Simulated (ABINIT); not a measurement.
# Calculated records

```
! title: Quasiparticle gap of SiC (Moissanite) in ABINIT
! method: RPA screening on PBE, plane waves, norm-conserving pseudopotentials (and 2 further levels or steps)
! program: ABINIT 10.8.3
! settings: cutoff 37 Ha, PseudoDojo scalar-relativistic 0.4.1 standard, norm-conserving, potential set dojo-sr-pbe-0.4.1-standard, ngkpt (6, 6, 4), nband 101, ecuteps 6 Ha, inclvkb 2, shiftk (0, 0, 0), symchi 1, awtr 1, frequency ppm, 6×6×4 k-mesh
! cost: 5 runs, 3.6 min in all on 4 MPI ranks of Arm Neoverse V2, shared host
! notes: The program’s warnings: nkpt*nsppol () is not a multiple of nproc spkpt (). The cell and positions come from the Crystallography Open Database and are kept as given unless a step says otherwise.
! PBE gap: 2.33 eV, indirect
! G0W0 gap on the mesh: 2.92 eV
! GW settings: 6×6×4 mesh, 101 bands, screening to 163.3 eV, Godby-Needs plasmon pole
! known limits: short of the basis limit
CELL_PARAMETERS angstrom
3.07600 0.00000 0.00000
-1.53800 2.66389 0.00000
0.00000 0.00000 5.04800
ATOMIC_POSITIONS crystal
Si 0.33333 0.66667 0.00000
Si 0.66667 0.33333 0.50000
C 0.33333 0.66667 0.38500
C 0.66667 0.33333 0.88500
```

[Long decimals in the printed logs are rounded to 6 places.]

[Logs are printed without paths, hosts, clocks, repeated set-up lines and the standing remarks that a program may print on its own settings, such as how far it seeks lower states.]

[Paths, hosts, dates, memory and timing lines, banners, echoed tables and standing remarks are left out of the program output; an Ansatz launch command may be rebuilt from the run's recorded settings. Measured values are a selection of at most five: reports struck by readers or far from the other reports are left out. None is set beside runs whose start may be inverted or whose files or cutoffs have a known fault.]

[Runs of the session that timed out or met a known fault of the program may be left out.]

[Hosts, paths, dates, database ids (printed as entryN), source tags and the programs' standing remarks are cut or masked in the printed files.]

[G0W0 gaps are taken among the corrected bands and points alone; a level outside them can change the order at an edge.]

[Where Ansatz stands beside ABINIT at settings called matched, ABINIT's density can come from a denser mesh and the files from another edition; pairs whose starting gaps differed by over 0.03 eV were left out, so agreement reads better than it is.]
